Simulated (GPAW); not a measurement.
## How BaTiO3 absorbs and reflects light

Wanted: where BaTiO3 starts to absorb, how strongly, and its refractive index.

Method: DFT, PBE, plane-wave PAW (GPAW data sets), scalar-relativistic, RPA, optical limit, in GPAW 26.7.0.

Most raw output is cut from this account.

### Step 1. Starting point

It takes space group Pm-3m (No. 221, cubic). The conventional cell has a = 4.006 Å, b = 4.006 Å, c = 4.006 Å, α = 90.00°, β = 90.00°, γ = 90.00°. Ba has 12 O at 2.83 Å nearest. Nearest to Ti lie 6 O at 2.00 Å. Nearest to O lie 2 Ti at 2.00 Å and 4 Ba at 2.83 Å. Farther neighbours and most contacts between anions are not listed.

Structure file:

```cif
data_structure
_symmetry_space_group_name_H-M 'Pm-3m'
_symmetry_Int_Tables_number 221
_cell_length_a 4.0060
_cell_length_b 4.0060
_cell_length_c 4.0060
_cell_angle_alpha 90.000
_cell_angle_beta 90.000
_cell_angle_gamma 90.000
_cell_volume 64.29
loop_
_atom_site_label
_atom_site_type_symbol
_atom_site_symmetry_multiplicity
_atom_site_Wyckoff_symbol
_atom_site_fract_x
_atom_site_fract_y
_atom_site_fract_z
_atom_site_occupancy
Ba1 Ba 1 b 0.50000 0.50000 0.50000 1
Ti1 Ti 1 a 0.00000 0.00000 0.00000 1
O1 O 3 d 0.00000 0.00000 0.50000 1
```

### Step 2. Ground state

First the ground state: is it a metal or has it a gap?

This step: DFT, PBE, plane-wave PAW (GPAW data sets), scalar-relativistic, ground state (GPAW 26.7.0).

gs.py reads:

```python
from ase import Atoms
from ase.dft.bandgap import bandgap
from gpaw import GPAW, PW, FermiDirac

atoms = Atoms(['Ba', 'Ti', 'O', 'O', 'O'],
              cell=[[4.006000000000, 0.000000000000, 0.000000000000],
                    [0.000000000000, 4.006000000000, 0.000000000000],
                    [0.000000000000, 0.000000000000, 4.006000000000]],
              scaled_positions=[[0.500000000000, 0.500000000000, 0.500000000000],
                                [0.000000000000, 0.000000000000, 0.000000000000],
                                [0.000000000000, 0.000000000000, 0.500000000000],
                                [0.000000000000, 0.500000000000, 0.000000000000],
                                [0.500000000000, 0.000000000000, 0.000000000000]],
              pbc=[True, True, True])
atoms.calc = GPAW(mode=PW(500), xc='PBE', kpts={'size': (6, 6, 6), 'gamma': True},
                  occupations=FermiDirac(0.05), maxiter=150, txt='gs.txt')
print('energy (eV)', atoms.get_potential_energy())
print('Fermi level (eV)', atoms.calc.get_fermi_level())
print('valence electrons', atoms.calc.get_number_of_electrons())
print('gap (eV)', bandgap(atoms.calc, output=None)[0])
print('direct gap (eV)', bandgap(atoms.calc, direct=True, output=None)[0])
atoms.calc.write('gs.gpw')
```

The run is started by

```sh
OMP_NUM_THREADS=1 python gs.py
```

Run time: 16 s. Hardware: 1 thread of Arm Neoverse V2, shared host; peak memory 0.17 GiB.

Read-outs, printed or worked out from the files:

| Property | Result |
| --- | --- |
| energy | -38.19 eV |
| Fermi energy | 8.554 eV |
| gap on the k-mesh | 1.781 eV |
| direct gap on the mesh | 1.916 eV |
| electrons | 40 |

There is a gap, 1.78 eV on this mesh (points off the mesh can give less), so no carriers' term is needed.

### Step 3. Bands for the response

The response needs many more empty bands than the density does.

This step: DFT, PBE, plane-wave PAW (GPAW data sets), scalar-relativistic, bands at fixed density (GPAW 26.7.0).

nscf.py reads:

```python
from ase.dft.bandgap import bandgap
from gpaw import GPAW, FermiDirac

calc = GPAW('gs.gpw').fixed_density(kpts={'size': (8, 8, 8), 'gamma': True}, nbands=49, convergence={'bands': 43},
                                    occupations=FermiDirac(0.001), txt='nscf.txt')
print('gap (eV)', bandgap(calc, output=None)[0])
print('direct gap (eV)', bandgap(calc, direct=True, output=None)[0])
print('top band over the Fermi level (eV)', min(calc.get_eigenvalues(kpt=k)[42] for k in range(len(calc.get_ibz_k_points()))) - calc.get_fermi_level())
calc.write('full.gpw', mode='all')
```

The run is started by

```sh
OMP_NUM_THREADS=1 python nscf.py
```

The job ended after 44 s (1 thread; peak memory 0.22 GiB).

### Step 4. Dielectric function, RPA

Transitions between filled and empty bands, summed over the zone, give the optical response, so mesh, band count and broadening shape it.

The induced potential is part of this response.

This step: DFT, PBE, plane-wave PAW (GPAW data sets), scalar-relativistic, RPA, optical limit (GPAW 26.7.0).

df.py reads:

```python
from gpaw.response.df import DielectricFunction

df = DielectricFunction('full.gpw', frequencies={'type': 'nonlinear', 'domega0': 0.03, 'omega2': 8},
                        ecut=60,
                        eta=0.15,
                        nbands=43,
                        txt='df.txt')
for direction in ['x']:
    df.get_dielectric_function(xc='RPA', direction=direction, filename=f'df_{direction}.csv')
```

The run is started by

```sh
OMP_NUM_THREADS=1 python df.py
```

It took 11 s on 1 thread; peak memory 0.43 GiB.

Read-outs, printed or worked out from the files:

| Quantity | Value |
| --- | --- |
| electronic dielectric constant ε∞, mean over x, y and z (by symmetry where fewer were run) | 6.035 |
| main peak of Im epsilon, first axis | 4.021 eV |
| centre of weight of the strongest loss peak in the window | 13.08 eV |

Some rows of df_x.csv (energy; Re and Im without local fields; Re and Im with them):

```text
0.000000, 6.293977, 0.000000, 6.035045, 0.000000
0.555532, 6.371696, 0.043654, 6.108910, 0.041467
1.143969, 6.660524, 0.113069, 6.382928, 0.107102
1.768324, 7.435962, 0.392435, 7.115376, 0.369747
2.431988, 8.445585, 1.661289, 8.062615, 1.536885
3.138794, 8.335846, 4.195960, 8.043498, 3.867624
3.893091, 6.247349, 7.292101, 6.432399, 6.856554
4.699832, 1.950451, 4.110126, 1.904911, 4.293482
5.564682, 3.141067, 2.536737, 2.913901, 2.650554
6.494155, 4.103676, 2.956528, 3.796429, 2.983864
7.495775, 2.485891, 3.827514, 2.020757, 3.855122
8.578281, 2.303088, 4.682619, 1.945422, 4.443463
9.751884, 0.982023, 4.326910, 0.768904, 3.869894
11.028587, -0.064009, 2.726199, -0.097398, 2.564186
12.422601, -0.019400, 1.384876, -0.293413, 1.371870
13.950874, 1.268330, 0.917038, 0.847209, 0.858814
15.633783, 2.085107, 1.563140, 1.138830, 1.117204
17.496047, 2.020307, 3.077977, 1.231494, 1.511317
19.567954, -1.928912, 2.850094, 1.320965, 1.551798
```

Values under the direct gap are tails of Lorentzian lines. The Im ε, E ∥ x by photon energy; read off at these points:

photon energy (eV), Im ε, E ∥ x and a bar:
```
     0.00       0.00 
     0.50       0.04 
     1.00       0.09 
     1.50       0.19 #
     2.00       0.76 ###
     2.50       1.82 ########
     3.00       3.33 ##############
     3.34       5.04 #####################
     3.50       4.47 ###################
     4.00       7.21 ##############################
     4.50       5.64 #######################
     5.00       3.90 ################
     5.50       2.72 ###########
     6.00       2.98 ############
     6.50       3.00 ############
     7.00       4.30 ##################
     7.21       4.59 ###################
     7.50       3.85 ################
     8.00       3.36 ##############
     8.50       4.43 ##################
     9.00       4.53 ###################
     9.50       3.72 ###############
    10.00       3.77 ################
    10.50       3.79 ################
    11.00       2.56 ###########
    11.50       2.35 ##########
    12.00       1.82 ########
    12.50       1.29 #####
    13.00       0.91 ####
    13.50       0.74 ###
    14.00       0.85 ####
    14.50       0.92 ####
    15.00       1.13 #####
    15.50       1.18 #####
    16.00       1.21 #####
    16.50       1.30 #####
    17.00       1.40 ######
    17.50       1.51 ######
    18.00       1.57 #######
    18.27       1.79 #######
    18.50       1.59 #######
    19.00       1.41 ######
    19.50       1.56 ######
```

Re ε, E ∥ x against photon energy:

```csv
photon energy (eV),"Re ε, E ∥ x"
0.0,6.04
0.5,6.09
1.0,6.29
1.5,6.71
2.0,7.39
2.5,8.17
3.0,8.14
3.5,6.62
4.0,5.38
4.5,1.94
5.0,2.17
5.5,2.74
6.0,3.13
6.5,3.82
7.0,3.15
7.5,2.03
8.0,2.28
8.5,2.06
9.0,1.27
9.5,0.889
10.0,0.247
10.5,-0.190
11.0,-0.128
11.5,-0.315
12.0,-0.472
12.5,-0.260
13.0,0.134
13.5,0.486
14.0,0.852
14.5,1.09
15.0,1.24
15.5,1.13
16.0,1.32
16.5,1.39
17.0,1.40
17.5,1.23
18.0,1.38
18.5,1.03
19.0,1.15
19.5,1.31
```

The refractive index n and extinction k by photon energy:

```csv
photon energy (eV),n,k
0.0,2.46,0
0.5,2.47,0.00747
1.0,2.51,0.0173
1.5,2.59,0.0368
2.0,2.72,0.140
2.5,2.88,0.317
3.0,2.91,0.572
3.5,2.70,0.828
4.0,2.68,1.34
4.5,1.99,1.42
5.0,1.82,1.07
5.5,1.82,0.747
6.0,1.93,0.773
6.5,2.08,0.720
7.0,2.06,1.04
7.5,1.79,1.08
8.0,1.78,0.942
8.5,1.86,1.19
9.0,1.73,1.31
9.5,1.54,1.21
10.0,1.42,1.33
10.5,1.34,1.41
11.0,1.10,1.16
11.5,1.01,1.16
12.0,0.838,1.08
12.5,0.728,0.889
13.0,0.726,0.626
13.5,0.828,0.446
14.0,1.01,0.419
14.5,1.12,0.409
15.0,1.21,0.468
15.5,1.18,0.501
16.0,1.25,0.485
16.5,1.28,0.506
17.0,1.30,0.540
17.5,1.26,0.599
18.0,1.32,0.596
18.5,1.21,0.655
19.0,1.22,0.579
19.5,1.29,0.602
```

The reflectivity at normal incidence, E ∥ x has structure finer than the step of the table below, so its rows give means over 1 eV, whole bins alone (the curve runs from 0 to 19.9 eV). Peaks (eV: height): 4.0: 30.2, 7.2: 22.6, 9.2: 25.8, 10.6: 29.8, 11.9: 27.1, 18.3: 9.95.

Reflectivity at normal incidence, E ∥ x against photon energy; means over each step:

photon energy (eV), reflectivity at normal incidence, E ∥ x (%) and a bar from the least value:
```
        1       18.6 ##################
        2       21.6 #####################
        3       25.3 ##########################
        4       28.6 ##############################
        5       19.4 ###################
        6       15.9 ##############
        7       21.0 #####################
        8       19.6 ###################
        9       23.7 ########################
       10       24.1 #########################
       11       25.7 ###########################
       12       25.4 ##########################
       13       14.4 #############
       14        4.1 
       15        5.0 #
       16        5.5 ##
       17        7.1 ####
       18        8.5 #####
       19        8.0 #####
```

Values under the direct gap are tails of Lorentzian lines. The Im ε, E ∥ x by photon energy; read off at these points:

```csv
photon energy (eV),without local fields,with local fields
0.00,0,0
0.50,0.0388,0.0369
1.00,0.0914,0.0867
1.50,0.202,0.190
2.00,0.809,0.761
2.50,1.97,1.82
3.00,3.62,3.33
3.34,5.40,5.04
3.50,4.77,4.47
4.00,7.50,7.21
4.50,5.41,5.64
5.00,3.70,3.90
5.50,2.59,2.72
6.00,2.91,2.98
6.50,2.98,3.00
7.00,4.23,4.30
7.21,4.48,4.59
7.50,3.82,3.85
8.00,3.45,3.36
8.50,4.66,4.43
9.00,4.84,4.53
9.09,4.86,4.53
9.50,4.09,3.72
10.00,4.12,3.77
10.50,4.03,3.79
11.00,2.72,2.56
11.50,2.35,2.35
12.00,1.81,1.82
12.50,1.32,1.29
13.00,0.956,0.909
13.50,0.796,0.738
14.00,0.908,0.850
14.50,1.00,0.917
15.00,1.22,1.13
15.50,1.54,1.18
16.00,1.93,1.21
16.50,2.28,1.30
17.00,2.69,1.40
17.50,3.08,1.51
18.00,4.26,1.57
18.27,4.80,1.79
18.50,4.53,1.59
19.00,4.35,1.41
19.50,3.12,1.56
```

At chosen wavelengths:

```csv
wavelength (nm),n,k,R (%),1/α
1550,2.49,0.013,18.2,9.6 µm
1064,2.53,0.022,18.8,3.9 µm
633,2.72,0.127,21.4,395 nm
532,2.82,0.228,22.9,185 nm
365,2.75,0.896,26.0,32 nm
308,2.64,1.365,30.2,18 nm
248,1.82,1.070,20.0,18 nm
```

Below the direct gap, k and the depth come from the tails of the Lorentzian lines, not from transitions.

Rows near the edge hang on the gap, which this functional as a rule makes too small, and phonon-assisted absorption is left out.

### Step 5. What came out

| Item | Value |
| --- | --- |
| electronic dielectric constant ε∞, mean over x, y and z (by symmetry where fewer were run) (RPA) | 6.04 |
| main peak of Im epsilon, first axis | 4.02 eV |
| centre of weight of the strongest loss peak in the window, first axis | 13.1 eV |

**Reading.** At this level (PBE, RPA) BaTiO3 has ε∞ = 6.04 and n = 2.49 at 1550 nm, and Im ε peaks at 4.0 eV. On the mesh the gap is 1.78 eV and the least direct gap 1.92 eV, so on this mesh the band edges lie at different points. Local fields change the static value along x from 6.29 to 6.04 (-4 %). Distinct maxima of Im ε, read by a parabola through the highest points, lie at 3.35 eV (5.1), 4.02 eV (7.2), 7.19 eV (4.6) and 9.04 eV (4.5). Excitons and phonon-assisted transitions are missing; PBE gaps are as a rule too small, which pulls the onset down and ε∞ up. Spin-orbit coupling is left out although heavy atoms are present. The sum runs over mesh points, so small or evenly spaced maxima can still be ripples of the mesh. The curves end at 20 eV, about where the summed bands run out. In this version of GPAW the matrix elements of the optical limit are incomplete, which can lower ε − 1 by up to a tenth where first-row anions or d states rule, and shift it by more in d metals.

[Machine, clock and banner lines and Python warnings are left out of the logs.]

[Logs are printed without paths, hosts, clocks, repeated set-up lines and the standing remarks that a program may print on its own settings, such as how far it seeks lower states.]

[Hosts, paths, dates, database ids (printed as entryN), source tags and the programs' standing remarks are cut or masked in the printed files.]
